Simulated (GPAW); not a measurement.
# Dielectric function and optical constants of Al2Pt

Aim: the dielectric function of Al2Pt, and the optical constants that follow from it. The cell comes from an older database entry, whose edges can differ from later determinations, mostly by under a per cent.

Method: DFT, PBE, plane-wave PAW (GPAW data sets), scalar-relativistic, RPA, optical limit, in GPAW 26.7.0.

Report form: the programs' logs are mostly left out.

The database entry behind the starting cell differs from later determinations by our own check (0.1 to 0.3 % short, probably kX units), so it need not match the best structure at ambient conditions.

## Step 1: The starting structure

The structure is cubic, space group Fm-3m (No. 225). The conventional cell has a = 5.910 Å, b = 5.910 Å, c = 5.910 Å, α = 90.00°, β = 90.00°, γ = 90.00°. Nearest to Pt lie 8 Al at 2.56 Å. Nearest to Al lie 4 Pt at 2.56 Å. Farther neighbours are not listed.

## Step 2: Ground state

The self-consistent density comes first; it also tells whether there is a gap, which decides the occupations and the need for a Drude term.

This step: DFT, PBE, plane-wave PAW (GPAW data sets), scalar-relativistic, ground state (GPAW 26.7.0).

Contents of gs.py:

```python
from ase import Atoms
from ase.dft.bandgap import bandgap
from gpaw import GPAW, PW, FermiDirac

atoms = Atoms(['Pt', 'Al', 'Al'],
              cell=[[0.000000000000, 2.955000000000, 2.955000000000],
                    [2.955000000000, 0.000000000000, 2.955000000000],
                    [2.955000000000, 2.955000000000, 0.000000000000]],
              scaled_positions=[[0.000000000000, 0.000000000000, 0.000000000000],
                                [0.750000000000, 0.750000000000, 0.750000000000],
                                [0.250000000000, 0.250000000000, 0.250000000000]],
              pbc=[True, True, True])
atoms.calc = GPAW(mode=PW(500), xc='PBE', kpts={'size': (7, 7, 7), 'gamma': True},
                  occupations=FermiDirac(0.05), maxiter=150, txt='gs.txt')
print('energy (eV)', atoms.get_potential_energy())
print('Fermi level (eV)', atoms.calc.get_fermi_level())
print('valence electrons', atoms.calc.get_number_of_electrons())
print('gap (eV)', bandgap(atoms.calc, output=None)[0])
print('direct gap (eV)', bandgap(atoms.calc, direct=True, output=None)[0])
atoms.calc.write('gs.gpw')
```

Started as:

```sh
$ OMP_NUM_THREADS=1 python gs.py
```

Wall time 14 s (1 thread of Arm Neoverse V1, shared host); peak memory 0.15 GiB.

Read-outs, printed or worked out from the files:

- energy: -16.46 eV
- Fermi energy: 7.614 eV
- electrons: 22

There are states at the Fermi level within the smearing, so the occupations stay smeared and the carriers get a Drude term.

## Step 3: Bands for the response

The response needs many more empty bands than the density does.

This step: DFT, PBE, plane-wave PAW (GPAW data sets), scalar-relativistic, bands at fixed density (GPAW 26.7.0).

Contents of nscf.py:

```python
from ase.dft.bandgap import bandgap
from gpaw import GPAW, FermiDirac

calc = GPAW('gs.gpw').fixed_density(kpts={'size': (13, 13, 13), 'gamma': True}, nbands=43, convergence={'bands': 37},
                                    occupations=FermiDirac(0.05), txt='nscf.txt')
print('gap (eV)', bandgap(calc, output=None)[0])
print('direct gap (eV)', bandgap(calc, direct=True, output=None)[0])
print('top band over the Fermi level (eV)', min(calc.get_eigenvalues(kpt=k)[36] for k in range(len(calc.get_ibz_k_points()))) - calc.get_fermi_level())
calc.write('full.gpw', mode='all')
```

Started as:

```sh
$ OMP_NUM_THREADS=1 python nscf.py
```

The job ended after 2.5 min (1 thread; peak memory 0.25 GiB).

## Step 4: Dielectric function, RPA

Transitions between filled and empty bands, summed over the zone, give the optical response, so mesh, band count and broadening shape it.

The induced potential is part of this response.

This step: DFT, PBE, plane-wave PAW (GPAW data sets), scalar-relativistic, RPA, optical limit (GPAW 26.7.0).

Contents of df.py:

```python
from gpaw.response.df import DielectricFunction

df = DielectricFunction('full.gpw', frequencies={'type': 'nonlinear', 'domega0': 0.03, 'omega2': 8},
                        ecut=50,
                        eta=0.15,
                        nbands=37,
                        rate=0.05,
                        txt='df.txt')
for direction in ['x']:
    df.get_dielectric_function(xc='RPA', direction=direction, filename=f'df_{direction}.csv')
```

Started as:

```sh
$ OMP_NUM_THREADS=1 python df.py
```

It took 24 s on 1 thread; peak memory 0.29 GiB.

Sum at mesh points, not converged in k. The Im ε, E ∥ x by photon energy; read off at these points:

```csv
photon energy (eV),"Im ε, E ∥ x"
0.50,65.8
1.00,27.7
1.50,10.6
2.00,4.99
2.50,2.97
3.00,3.78
3.50,7.70
3.89,11.3
4.00,10.8
4.50,9.86
5.00,6.32
5.50,3.94
6.00,3.50
6.50,3.35
7.00,2.84
7.50,3.18
8.00,3.65
8.50,4.31
9.00,2.72
9.50,2.21
10.00,2.13
10.50,1.78
11.00,1.55
11.50,1.28
12.00,1.23
12.50,0.979
13.00,0.909
13.50,0.773
```

Values under 1 per cm are given as 1; sum at mesh points, not converged in k. The absorption coefficient, E ∥ x by photon energy:

photon energy (eV), log10 absorption coefficient, E ∥ x (1/cm) and a bar from the least value:
```
    0.492        5.9 ##############
    1.010        5.9 ################
    1.486        5.9 ################
    1.985        5.9 ##############
    2.508        5.8 #########
    3.018        5.7 
    3.510        5.8 #######
    3.980        6.0 ####################
    4.516        6.1 #########################
    4.981        6.1 #########################
    5.515        6.1 #######################
    6.021        6.0 ######################
    6.494        6.0 ####################
    6.985        6.0 ###################
    7.496        6.0 #####################
    8.026        6.1 #######################
    8.516        6.2 ##############################
    9.023        6.2 ##############################
    9.483        6.1 ############################
   10.026        6.2 #############################
   10.519        6.1 ############################
   11.029        6.2 #############################
   11.479        6.1 ############################
   12.023        6.1 ############################
   12.504        6.1 ###########################
   13.000        6.1 #########################
   13.512        6.1 #########################
```

Sum at mesh points, not converged in k. Im ε, E ∥ x against photon energy; read off at these points:

```csv
photon energy (eV),without local fields,with local fields
0.50,66.0,65.8
1.00,28.3,27.7
1.50,10.9,10.6
2.00,5.27,4.99
2.50,3.22,2.97
3.00,4.22,3.78
3.50,8.56,7.70
3.89,12.2,11.3
4.00,11.7,10.8
4.50,10.3,9.86
5.00,6.48,6.32
5.50,4.07,3.94
6.00,3.63,3.50
6.50,3.54,3.35
7.00,2.99,2.84
7.50,3.48,3.18
8.00,4.12,3.65
8.50,4.83,4.31
9.00,2.87,2.72
9.50,2.42,2.21
10.00,2.38,2.13
10.50,2.03,1.78
11.00,1.77,1.55
11.50,1.46,1.28
12.00,1.33,1.23
12.50,1.06,0.979
13.00,1.01,0.909
13.50,0.868,0.773
```

The loss function −Im 1/ε at q → 0, E ∥ x has structure finer than the step of the table below, so its rows give means over 0.5 eV, whole bins alone (the curve runs from 0.305 to 14.0 eV). Peaks (eV: height): 3.02: 0.261, 7.04: 0.329.

Sum at mesh points, not converged in k. The loss function −Im 1/ε at q → 0, E ∥ x by energy loss; means over each step:

energy loss (eV), loss function −Im 1/ε at q → 0, E ∥ x and a bar:
```
      1.0      0.006 
      1.5      0.010 
      2.0      0.022 #
      2.5      0.079 ###
      3.0      0.223 ########
      3.5      0.123 ####
      4.0      0.095 ###
      4.5      0.092 ###
      5.0      0.113 ####
      5.5      0.155 ######
      6.0      0.215 ########
      6.5      0.264 ##########
      7.0      0.307 ############
      7.5      0.304 ###########
      8.0      0.272 ##########
      8.5      0.218 ########
      9.0      0.238 #########
      9.5      0.307 ############
     10.0      0.332 ############
     10.5      0.365 ##############
     11.0      0.396 ###############
     11.5      0.462 #################
     12.0      0.514 ###################
     12.5      0.598 #######################
     13.0      0.705 ###########################
     13.5      0.789 ##############################
```

Sum at mesh points, not converged in k. The reflectivity at normal incidence, E ∥ x by photon energy; read off at these points:

```csv
photon energy (eV),"reflectivity at normal incidence, E ∥ x (%)"
0.500,96.7
0.750,92.6
1.000,91.0
1.250,89.7
1.500,89.2
1.750,88.4
2.000,85.4
2.250,80.8
2.500,74.3
2.750,50.5
3.000,31.6
3.250,25.8
3.500,32.8
3.750,37.8
4.000,45.6
4.250,43.8
4.500,52.1
4.750,54.0
5.000,53.8
5.077,54.9
5.250,53.0
5.500,53.0
5.750,45.6
6.000,43.7
6.250,40.9
6.500,33.7
6.750,37.7
7.000,31.2
7.250,29.5
7.500,29.7
7.750,27.5
8.000,28.1
8.250,31.6
8.500,36.6
8.750,44.3
8.895,45.6
9.000,45.4
9.250,42.7
9.500,41.3
9.750,39.1
10.000,39.5
10.250,41.8
10.500,40.4
10.750,40.7
11.000,42.3
11.250,41.8
11.500,41.6
11.750,39.9
12.000,39.9
12.250,42.4
12.500,40.9
12.750,40.1
13.000,37.6
13.250,39.4
13.500,39.0
13.750,39.2
```

At chosen wavelengths:

```csv
wavelength (nm),n,k,R (%),1/α
1550,2.15,9.465,91.4,13 nm
800,0.89,5.390,89.1,12 nm
532,0.61,3.018,79.0,14 nm
450,0.87,1.860,49.8,19 nm
405,1.41,1.382,27.0,23 nm
365,2.20,1.523,29.9,19 nm
248,1.30,2.439,53.8,8.1 nm
```

In reflection the computed colour is yellow: x = 0.347, y = 0.380, luminous reflectivity 81 %.

## Step 5: Summary of results

In words: At this level (PBE, RPA) Al2Pt is a metal. The mesh is too coarse to trust the carriers' weight, the reflectivity or the colour to better than tens of per cent. In reflection the computed colour is yellow: x = 0.347, y = 0.380, luminous reflectivity 81 %. The carriers' damping of 0.05 eV is typed, not computed; it shapes the response at the lowest energies. Spin-orbit coupling is left out although heavy atoms are present. In this version of GPAW the matrix elements of the optical limit are incomplete, which can lower ε − 1 by up to a tenth where first-row anions or d states rule, and shift it by more in d metals. GPAW's carrier term has the form −ωp²/(ω + i·rate)², which damps like twice the rate and fails at low energy, so the curves leave the lowest energies out. The sum runs over mesh points 0.14 Å⁻¹ apart with no interpolation, so peaks are partly noise of the mesh, and the Drude plasma energy, a sum over the Fermi surface, isn't converged.

[Machine, clock and banner lines and Python warnings are left out of the logs.]

[Logs are printed without paths, hosts, clocks, repeated set-up lines and the standing remarks that a program may print on its own settings, such as how far it seeks lower states.]

[Hosts, paths, dates, database ids (printed as entryN), source tags and the programs' standing remarks are cut or masked in the printed files.]
